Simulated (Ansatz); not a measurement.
## What SrLiH3 (model cell, started as cubic perovskite with Sr in the octahedra) distorts into

Wanted: the energy along a soft mode of SrLiH3 (model cell, started as cubic perovskite with Sr in the octahedra) and the structure at the end.

Calculated with Ansatz 0.2.0; DFT PBEsol, scalar-relativistic, plane waves, PAW.

The structure was built from a prototype and need not be the compound's stable phase.

## 1. The starting structure

It takes space group Pm-3m (No. 221, cubic). Conventional cell: a = 4.592 Å, b = 4.592 Å, c = 4.592 Å, α = 90.00°, β = 90.00°, γ = 90.00°. Li has 12 H at 3.25 Å nearest. Sr has 6 H at 2.30 Å nearest. H has 2 Sr at 2.30 Å nearest. Farther neighbours, and contacts between anions beyond the nearest, are not listed.

## 2. Phonons on a q mesh

Stability and thermal properties need the whole zone. Linear response on a 4×4×4 q mesh gives force constants as far as a supercell of that size would, and the tensors from the zone-centre run are typed in so that the long-range dipole term is interpolated apart.

The input, input.yaml:

```yaml
crystal:
  lattice:
    - [4.5923772974, 0.0, 0.0]
    - [0.0, 4.5923772974, 0.0]
    - [0.0, 0.0, 4.5923772974]
  atoms:
    - { symbol: Li, position: [0.0, 0.0, 0.0] }
    - { symbol: Sr, position: [0.5, 0.5, 0.5] }
    - { symbol: H, position: [0.5, 0.5, 0.0] }
    - { symbol: H, position: [0.5, 0.0, 0.5] }
    - { symbol: H, position: [0.0, 0.5, 0.5] }
kpoints:
  mp_grid: { grid: [8, 8, 8] }
hamiltonian:
  xc: pbesol
scf:
  occupations: { method: fixed }
output:
  eigenvalues: true
phonons:
  method: dfpt
  qmesh: [4, 4, 4]
  temperatures: { t_max: 1000, t_step: 50 }
  qpath:
    path:
      - [[0.0, 0.0, 0.0], [0.0, 0.5, 0.0], [0.5, 0.5, 0.0], [0.0, 0.0, 0.0], [0.5, 0.5, 0.5], [0.0, 0.5, 0.0]]
      - [[0.5, 0.5, 0.5], [0.5, 0.5, 0.0]]
    npoints: 10
  non_analytic_term:
    high_frequency_dielectric_tensor: [[3.8409, 0.0, 0.0], [0.0, 3.8409, 0.0], [0.0, 0.0, 3.8409]]
    born_effective_charges:
      - { species: Li, tensor: [[1.4242, 0.0, 0.0], [0.0, 1.4242, 0.0], [0.0, 0.0, 1.4242]] }
      - { species: Sr, tensor: [[1.5973, 0.0, 0.0], [0.0, 1.5973, 0.0], [0.0, 0.0, 1.5973]] }
      - { species: H, tensor: [[-1.0177, 0.0, 0.0], [0.0, -1.0177, 0.0], [0.0, 0.0, -0.9862]] }
      - { species: H, tensor: [[-1.0177, 0.0, 0.0], [0.0, -0.9862, 0.0], [0.0, 0.0, -1.0177]] }
      - { species: H, tensor: [[-0.9862, 0.0, 0.0], [0.0, -1.0177, 0.0], [0.0, 0.0, -1.0177]] }
    source: "zone-centre run at this cell"
```

Run with:

```sh
$ ansatz run input.yaml --threads 8 --pin off --max-ram 14336MiB --backend cpu --events-out ev --progress --plain --runs-dir out
```

Output:

```text
Engine: ansatz 0.2.0, aarch64-unknown-linux-gnu
Pseudopotentials: kind: paw
Pseudopotential: Li, paw, valence charge 3, recommended cutoff 420 eV (normal), Li.paw.azcp
Pseudopotential: Sr, paw, valence charge 10, recommended cutoff 420 eV (normal), Sr.paw.azcp
Pseudopotential: H, paw, valence charge 1, recommended cutoff 420 eV (normal), H.paw.azcp
Functional definition: PBEsol
  exchange = pbesol_x
  correlation = pbesol_c
Crystal: 5 atoms, lattice volume = 96.853 Å³
Basis set: ecut = 420 eV, 1863 PW (Γ), exchange–correlation on 64×64×64 points (8 copies of the dense FFT grid, shifted against one another)
Bands: 13, of which v1, the nominal top of the filled ones, is band 8 counted from 1 (7 counted from 0)
Symmetry: 48 space group operations
k-points: 35 of 512
Non-local potential: Li, projectors of the file, l = 0: 3, l = 1: 2, l = 2: 1
Non-local potential: Sr, projectors of the file, l = 0: 3, l = 1: 2, l = 2: 2
Non-local potential: H, projectors of the file, l = 0: 2, l = 1: 1
PAW form: soft (Blöchl's): semilocal exchange-correlation on the pseudo side does not see the compensation charge
PAW frozen core: Sr, regenerated for the run's functional, and the local potential with it (the file was generated under x = pbe(κ = 0.804, μ = 0.219515), c = pbe(β = 0.066725))
PAW one-centre angular grid: Li, 110 points (default); XC on 64 Gauss nodes
PAW one-centre angular grid: Sr, 110 points (default); XC on 64 Gauss nodes
PAW one-centre angular grid: H, 110 points (default); XC on 64 Gauss nodes
Initial density: superposition of atomic densities (neutral atoms: chi_scale 0, normalization atom), corrected by the library's trained network
Initial wavefunctions: pseudopotential atomic-orbital guess
Functional: x = pbesol(κ = 0.804, μ = 0.123457), c = pbesol(β = 0.046)
SCF iter   1: F=—  HF=-3742.326067 eV  |F-HF|=—  |Δ(HF+E_count)|=         —  Δρ=6.18e-3  dr2=3.57e-2  ethr=1.77e-3  ⟨swp⟩=5.3  Hψ=2630  notcnv=0  defer=66
preconditioner: auto → Resta (q_TF=auto, 2.021 Å⁻¹)  ε∞=3.6  [insulator: Δε(μ)=1.554 eV  Ē_g=5.748 eV  n_scr=18 (ndim 8)  ℏωp=9.2 eV  f_vac=0.000  ε∞_Penn≈3.6]
SCF iter   2: F=—  HF=-3742.317532 eV  |F-HF|=—  |Δ(HF+E_count)|=   8.53e-3  Δρ=2.48e-3  dr2=6.73e-3  ethr=2.23e-4  ⟨swp⟩=1.5  Hψ=759  notcnv=0  defer=77
SCF iter   3: F=—  HF=-3742.316038 eV  |F-HF|=—  |Δ(HF+E_count)|=   1.49e-3  Δρ=2.52e-4  dr2=1.09e-4  ethr=4.21e-5  ⟨swp⟩=2.0  Hψ=602  notcnv=0  defer=91
SCF iter   4: F=—  HF=-3742.316089 eV  |F-HF|=—  |Δ(HF+E_count)|=   5.14e-5  Δρ=6.45e-5  dr2=3.04e-6  ethr=6.83e-7  ⟨swp⟩=2.3  Hψ=681  notcnv=0  defer=92
SCF iter   5: F=—  HF=-3742.316092 eV  |F-HF|=—  |Δ(HF+E_count)|=   3.30e-6  Δρ=1.65e-5  dr2=2.35e-7  ethr=1.90e-8  ⟨swp⟩=2.5  Hψ=671  notcnv=0  defer=63
SCF iter   6: F=—  HF=-3742.316088 eV  |F-HF|=—  |Δ(HF+E_count)|=   4.16e-6  Δρ=2.71e-6  dr2=1.18e-8  ethr=1.47e-9  ⟨swp⟩=2.5  Hψ=581  notcnv=0  defer=50
SCF iter   7: F=—  HF=-3742.316088 eV  |F-HF|=—  |Δ(HF+E_count)|=   3.77e-9  Δρ=6.14e-7  dr2=3.83e-10  ethr=7.35e-11  ⟨swp⟩=2.8  Hψ=660  notcnv=0  defer=50
SCF iter   8: F=-3742.316088 eV  HF=-3742.316088 eV  |F-HF|=3.64e-12  |Δ(HF+E_count)|=  2.35e-10  Δρ=1.14e-7  dr2=9.73e-12  ethr=1.00e-12  ⟨swp⟩=11.9  Hψ=3753  notcnv=0
SCF 1 converged in 8 iterations: F = -3742.316088 eV  dr2 = 9.73e-12
  greatest PAW one-centre occupation: 0.999 electrons in one spin orbital (limit 2), on the Li atom at site 0 (counted from 0), in its partial waves of l = 0
NSCF: frozen V_eff on 35 k-points
NSCF: frozen V_eff on 125 k-points
DFPT response loops at q = (0, 0, 0) (fractional): preconditioner auto → none (the input reference at scf.mixing.eps_inf says where Resta's filter doesn't serve); β = 0.50; Broyden in place of MSR1
NSCF: frozen V_eff on 400 k-points
DFPT response loops at q = (0, 0, 0.25) (fractional): preconditioner auto → Resta (q_TF=auto, 2.021 Å⁻¹)  ε∞=6.0 (no band partly filled); β = 1.00, the filter's whole step (`scf.mixing.beta` (0.50) is not read by the response loops at its default; to damp them type it under 1.00, their step now; it binds the ground state too); Broyden in place of MSR1
NSCF: frozen V_eff on 250 k-points
DFPT response loops at q = (0, 0, -0.5) (fractional): mixed as the last ones told, above
NSCF: frozen V_eff on 640 k-points
DFPT response loops at q = (0, 0.25, 0.25) (fractional): mixed as the last ones told, above
NSCF: frozen V_eff on 400 k-points
DFPT response loops at q = (0, 0.25, -0.5) (fractional): mixed as the last ones told, above
NSCF: frozen V_eff on 250 k-points
DFPT response loops at q = (0, -0.5, -0.5) (fractional): mixed as the last ones told, above
NSCF: frozen V_eff on 1024 k-points
DFPT response loops at q = (0.25, 0.25, 0.25) (fractional): mixed as the last ones told, above
NSCF: frozen V_eff on 640 k-points
DFPT response loops at q = (0.25, 0.25, -0.5) (fractional): mixed as the last ones told, above
NSCF: frozen V_eff on 400 k-points
DFPT response loops at q = (0.25, -0.5, -0.5) (fractional): mixed as the last ones told, above
NSCF: frozen V_eff on 250 k-points
DFPT response loops at q = (-0.5, -0.5, -0.5) (fractional): mixed as the last ones told, above
SCF converged after 8 iterations
Free energy (F): -3742.316088 eV
Harris-Foulkes:  -3742.316088 eV  (|F-HF|=3.64e-12)
Internal energy: -3742.316088 eV  (E = F + TS)
E sigma→0 (E₀):  -3742.316088 eV
Fermi energy:    0.729304 eV
--- Per-component energies (eV) ---
  E_band       = -243.601976
  E_kinetic    = 305.125268
  E_local      = -1029.250079  (includes V_loc(G=0)·N_el)
  E_nonlocal   = 174.396936
  E_hartree    = 284.467530
  E_xc         = -207.231868
  E_vxc        = -207.707025  (∫ρ·V_xc dr)
  E_paw        = -2665.373208  (= ΣΔE_a)
  E_vpaw       = -55.098808  (= ΣTr[D̂ρ^β])
  E_aug_tail   = -0.003343  (compensation charges beyond the density's cutoff)
  E_ewald      = -604.581672
  E_core_change = 0.134347  (= ΣΔE_core)
  E_smearing   = -0.000000  (= −TS)
  E_closure    = -0.000000  (closes the sum)
  Σ components = -3742.316088   (vs F -3742.316088, Δ=0.00e0)
--- Band table (eV; the first three rows and the last of 35) ---
  k-point 0: bands = [... 4 lower, -14.1340, -2.5207, -0.2758, -0.2758, 5.8724, 5.8724, 5.8724, 6.0194, ... 1 higher]
  k-point 1: bands = [... 4 lower, -14.1332, -2.4134, -0.2554, -0.2341, 5.1913, 5.7674, 5.7674, 6.6098, ... 1 higher]
  k-point 2: bands = [... 4 lower, -14.1311, -2.1334, -0.2050, -0.1607, 4.6624, 5.5419, 5.5419, 6.9526, ... 1 higher]
  k-point 34: bands = [... 4 lower, -14.2435, 0.7293, 0.7293, 0.7293, 2.9950, 2.9950, 2.9950, 5.1768, ... 1 higher]
--- Phonons (Γ-DFPT): 4 representative perturbations + reference (Σ response iterations 12) ---
  ASR residual: 7.769e-5 → 0.000e0 eV/Å²; symmetrization residual: 2.796e-7 eV/Å²
  ASR residual per site (eV/Å²): 4.73e-7 7.77e-5 2.79e-5 2.79e-5 2.79e-5
  Γ frequencies (cm⁻¹): -421.03 -421.03 -421.03 -418.93 -418.93 -418.93 0.00 0.00 0.00 241.57 241.57 241.57 1287.16 1287.16 1287.16
--- Phonons (arbitrary-q DFPT): 10 irreducible q on the 4×4×4 mesh ---
  q = [0.0000, 0.0000, 0.0000] (star 1, of the zone-centre solve; hermiticity 8.22e-8, symmetrization 1.74e-13): -421.03 -421.03 -421.03 -418.93 -418.93 -418.93 -0.00 -0.00 0.00 241.57 241.57 241.57 1287.16 1287.16 1287.16
  q = [0.0000, 0.0000, 0.2500] (star 6, 9 solved perturbations in 1560 linear systems a pass and spin channel, the states on 200 of 512 k-point pairs; hermiticity 9.08e-8, symmetrization 9.26e-14): -409.65 -409.65 -380.67 -380.67 -359.58 37.14 37.14 86.86 139.86 211.85 211.85 432.01 1286.79 1286.79 1351.26
  q = [0.0000, 0.0000, -0.5000] (star 3, 9 solved perturbations in 975 linear systems a pass and spin channel, the states on 125 of 512 k-point pairs; hermiticity 1.63e-7, symmetrization 8.26e-8): -396.74 -396.74 -346.97 -346.97 -295.01 71.30 71.30 115.64 161.89 174.42 174.42 452.40 1286.42 1286.42 1362.59
  q = [0.0000, 0.2500, 0.2500] (star 12, 9 solved perturbations in 2460 linear systems a pass and spin channel, the states on 320 of 512 k-point pairs; hermiticity 5.11e-8, symmetrization 1.57e-14): -478.05 -380.38 -370.57 -356.95 -308.43 37.05 88.18 96.71 171.66 216.98 307.44 451.07 1286.45 1296.20 1357.11
  q = [0.0000, 0.2500, -0.5000] (star 12, 15 solved perturbations on 200 of 512 k-point pairs; hermiticity 5.48e-8, symmetrization 2.38e-8): -495.06 -370.42 -340.75 -323.30 -319.41 68.22 94.91 102.03 120.88 305.36 321.34 472.62 1286.11 1299.01 1367.34
  q = [0.0000, -0.5000, -0.5000] (star 3, 9 solved perturbations in 975 linear systems a pass and spin channel, the states on 125 of 512 k-point pairs; hermiticity 6.82e-8, symmetrization 3.37e-8): -553.41 -361.61 -361.61 -282.17 -282.17 -136.36 64.15 123.98 123.98 378.50 378.50 488.18 1285.78 1306.59 1375.71
  q = [0.2500, 0.2500, 0.2500] (star 8, 4 solved perturbations in 1376 linear systems a pass and spin channel, the states on 512 of 512 k-point pairs; hermiticity 3.73e-8, symmetrization 7.79e-14): -491.70 -465.42 -465.42 -280.26 -280.26 -135.72 108.72 112.92 112.92 377.12 377.12 469.00 1295.67 1295.67 1362.96
  q = [0.2500, 0.2500, -0.5000] (star 12, 9 solved perturbations in 2460 linear systems a pass and spin channel, the states on 320 of 512 k-point pairs; hermiticity 2.92e-7, symmetrization 1.50e-7): -508.60 -478.65 -471.69 -294.17 -272.66 -173.10 109.92 118.21 146.64 416.61 426.34 491.08 1295.16 1300.34 1372.52
  q = [0.2500, -0.5000, -0.5000] (star 6, 9 solved perturbations in 1560 linear systems a pass and spin channel, the states on 200 of 512 k-point pairs; hermiticity 4.71e-8, symmetrization 4.14e-9): -556.53 -495.61 -495.61 -283.34 -283.34 -224.37 116.43 146.76 146.76 473.66 473.66 507.27 1296.64 1306.03 1380.79
  q = [-0.5000, -0.5000, -0.5000] (star 1, 4 solved perturbations in 350 linear systems a pass and spin channel, the states on 125 of 512 k-point pairs; hermiticity 4.59e-8, symmetrization 1.91e-8): -559.63 -559.63 -559.63 -280.43 -280.43 -280.43 149.25 149.25 149.25 522.55 522.55 522.55 1305.47 1305.47 1388.51
  sum rule: each row above includes the acoustic sum rule's correction from the zone centre's row sums; it moved no ω² by more than (2.74 cm⁻¹)²
  mesh force constants: q→R imaginary residual 8.35e-19; ASR residual 7.769e-5 → 0.000e0 eV/Å²; symmetrization residual 7.105e-15 eV/Å²
  interpolated dispersion: 63 rows × 15 modes
  density of states and harmonic sums: on the 16×16×16 q-mesh, interpolated from the force constants of a 4×4×4 supercell (with the dipole–dipole term of supplied tensors)
  largest difference from the sums on the solved wave vectors: F 1.20e-3 eV, S 4.64e-6 and C_V 2.72e-6 eV/K
  zero-point energy: 0.338378 eV/cell   skipped modes (ω ≤ 0): 917, of them read as no rigid motion or as one in doubt: 914 (5.555e0 modes/cell left out, lowest -559.63 cm⁻¹)   left out of the sums: 3.70e-1 of the cell's modes: C_V's classical limit lies that fraction below 3 k_B per atom; for a crystal, a wire or a layer, F and S can be off by more, and a phonons.interpolated_qmesh denser along its periods is the remedy for the sampling
```

The job ended after 2 min (8 threads of Arm Neoverse V2, shared host; peak memory 1.5 GiB; 15 min of CPU time).

In the SCF lines HF is the Harris–Foulkes energy and dr2 the Hartree energy of the density residual, in eV; the loop may stop once dr2 is under the threshold and the program's other checks hold. Hψ counts applications of the Hamiltonian.

Read from the output:

- gap on the k-mesh: 1.664 eV
- volume per atom: 19.37 Å³
- sum-rule residual before enforcement: 7.77e-5 eV/Å²
- lowest frequency on the path: -559.6 cm⁻¹
- point group: m-3m
- highest frequency on path, mesh or solved points: 1389 cm⁻¹
- highest optical mode at the zone centre (no LO-TO term): 1287 cm⁻¹
- lowest optical zone-centre mode: -421.0 cm⁻¹
- lowest mode on the q mesh (acoustic modes at Γ apart): -559.6 cm⁻¹

Frequencies (cm⁻¹) solved at each irreducible wavevector; negative means imaginary. Frequencies by wavevector, by row:

```
q in reciprocal lattice units  star  mode 1  mode 2  mode 3  mode 4  mode 13  mode 14  mode 15
                        0 0 0     1    -421    -421    -421  -418.9     1287     1287     1287
                     0 0 0.25     6  -409.6  -409.6  -380.7  -380.7     1287     1287     1351
                     0 0 -0.5     3  -396.7  -396.7    -347    -347     1286     1286     1363
                  0 0.25 0.25    12  -478.1  -380.4  -370.6  -356.9     1286     1296     1357
                  0 0.25 -0.5    12  -495.1  -370.4  -340.8  -323.3     1286     1299     1367
                  0 -0.5 -0.5     3  -553.4  -361.6  -361.6  -282.2     1286     1307     1376
               0.25 0.25 0.25     8  -491.7  -465.4  -465.4  -280.3     1296     1296     1363
               0.25 0.25 -0.5    12  -508.6  -478.6  -471.7  -294.2     1295     1300     1372
               0.25 -0.5 -0.5     6  -556.5  -495.6  -495.6  -283.3     1297     1306     1381
               -0.5 -0.5 -0.5     1  -559.6  -559.6  -559.6  -280.4     1306     1306     1388
```

Interpolated from a 4×4×4 q mesh, with the LO-TO term (at Γ the limit along the path). Phonon branches along the path, in cm⁻¹:

```
    point  branch 1  branch 2  branch 3  branch 4  branch 12  branch 13  branch 14  branch 15
        Γ      -421      -421      -421      -419        412       1287       1287       1341
  halfway      -410      -410      -381      -381        432       1287       1287       1351
        X      -397      -397      -347      -347        452       1286       1286       1363
  halfway      -495      -370      -341      -323        473       1286       1299       1367
        M      -553      -362      -362      -282        488       1286       1307       1376
  halfway      -478      -380      -371      -357        451       1286       1296       1357
        Γ      -421      -421      -421      -419        412       1287       1287       1341
  halfway      -492      -465      -465      -280        469       1296       1296       1363
        R      -560      -560      -560      -280        523       1306       1306       1388
  halfway      -509      -479      -472      -294        491       1295       1300       1372
        X      -397      -397      -347      -347        452       1286       1286       1363
jump to R      -560      -560      -560      -280        523       1306       1306       1388
  halfway      -556      -496      -496      -283        507       1297       1306       1381
        M      -553      -362      -362      -282        488       1286       1307       1376
```

Symmetry leaves 10 wavevectors to solve. The lowest mode among them, the acoustic zeros apart, lies at q = (-0.5, -0.5, -0.5) and is imaginary, 559.6i cm⁻¹, so the energy falls along it.

## 3. The mode frozen in, largest atomic shift 0 Å

The mode followed lies at q = (0, -0.5, -0.5) with frequency 553.4i cm⁻¹, one of the unstable modes though not the softest. At small amplitude the pattern taken leaves space group no. 127 by a symmetry search on the positions. The undistorted cell that holds it gives the zero of energy on the same k mesh.

System of this step: SrLiH3 (model cell, started as cubic perovskite with Sr in the octahedra). Symmetry: Pm-3m, No. 221, cubic system. Conventional cell: a = 4.592 Å, b = 4.592 Å, c = 4.592 Å, α = 90.00°, β = 90.00°, γ = 90.00°. Li has 12 H at 3.25 Å nearest. Sr has 6 H at 2.30 Å nearest. Nearest to H lie 2 Sr at 2.30 Å. H has 2 Sr at 2.30 Å nearest. Farther neighbours, and contacts between anions beyond the nearest, are not listed.

The input, input.yaml:

```yaml
crystal:
  lattice:
    - [-4.5923772974, 0.0, 0.0]
    - [0.0, -4.5923772974, -4.5923772974]
    - [0.0, -4.5923772974, 4.5923772974]
  atoms:
    - { symbol: Li, position: [1.0, 1.0, 0.0] }
    - { symbol: Li, position: [1.0, 0.5, 0.5] }
    - { symbol: Sr, position: [0.5, 0.0, 0.5] }
    - { symbol: Sr, position: [0.5, 0.5, 0.0] }
    - { symbol: H, position: [0.5, 0.75, 0.75] }
    - { symbol: H, position: [0.5, 0.25, 0.25] }
    - { symbol: H, position: [0.5, 0.25, 0.75] }
    - { symbol: H, position: [0.5, 0.75, 0.25] }
    - { symbol: H, position: [0.0, 0.0, 0.5] }
    - { symbol: H, position: [0.0, 0.5, 0.0] }
kpoints:
  mp_grid: { grid: [6, 4, 4] }
hamiltonian:
  xc: pbesol
scf:
  occupations: { method: gaussian, width: 0.02 }
output:
  forces: true
  stress: true
  eigenvalues: true
```

Output:

```text
[...]
Crystal: 10 atoms, lattice volume = 193.706 Å³
Basis set: ecut = 420 eV, 3787 PW (Γ), exchange–correlation on 64×90×90 points (8 copies of the dense FFT grid, shifted against one another)
Bands: 26, of which v1, the nominal top of the filled ones, is band 16 counted from 1 (15 counted from 0)
Symmetry: 32 space group operations
[...]
k-points: 24 of 96
[...]
k-point 0: bands = [... 12 lower, -0.2757, -0.2755, 0.2756, 0.2756, 2.3931, 5.8255, 5.8255, 5.8724, ... 5 higher]
  k-point 1: bands = [... 12 lower, -0.2228, -0.1988, 0.1064, 0.1910, 2.8357, 4.7999, 5.7207, 5.7247, ... 5 higher]
  k-point 2: bands = [... 12 lower, -0.0865, -0.0865, -0.0081, -0.0081, 3.7261, 3.7261, 5.6515, 5.6515, ... 5 higher]
  k-point 23: bands = [... 12 lower, 0.2754, 0.2754, 0.2756, 0.2756, 2.3931, 2.3931, 5.8255, 5.8255, ... 5 higher]
[key lines of the parts left out:]
SCF converged after 6 iterations
Free energy (F): -7484.631928 eV
Fermi energy:    1.561307 eV
P = ⅓ Tr σ = -0.0019 GPa (-0.019 kbar)
```

Wall time 0.88 s (8 threads); peak memory 0.59 GiB.

Read from the output:

```yaml
pressure: -0.001944 GPa
gap_on_the_k_mesh: 1.663 eV
energy_from_the_undistorted_cell: 0 meV/atom
```

At this level the gap is 1.66 eV on the k-mesh of the self-consistent run, which can miss the band edges.

(Continued in part 2 of 3.)

[Long decimals in the printed logs are rounded to 6 places.]

[Logs are printed without paths, hosts, clocks, repeated set-up lines and the standing remarks that a program may print on its own settings, such as how far it seeks lower states.]

[Hosts, paths, dates, database ids (printed as entryN), source tags and the programs' standing remarks are cut or masked in the printed files.]

[Where the starting crystal was built by hand or by swapping elements, it need not be the compound's stable phase.]
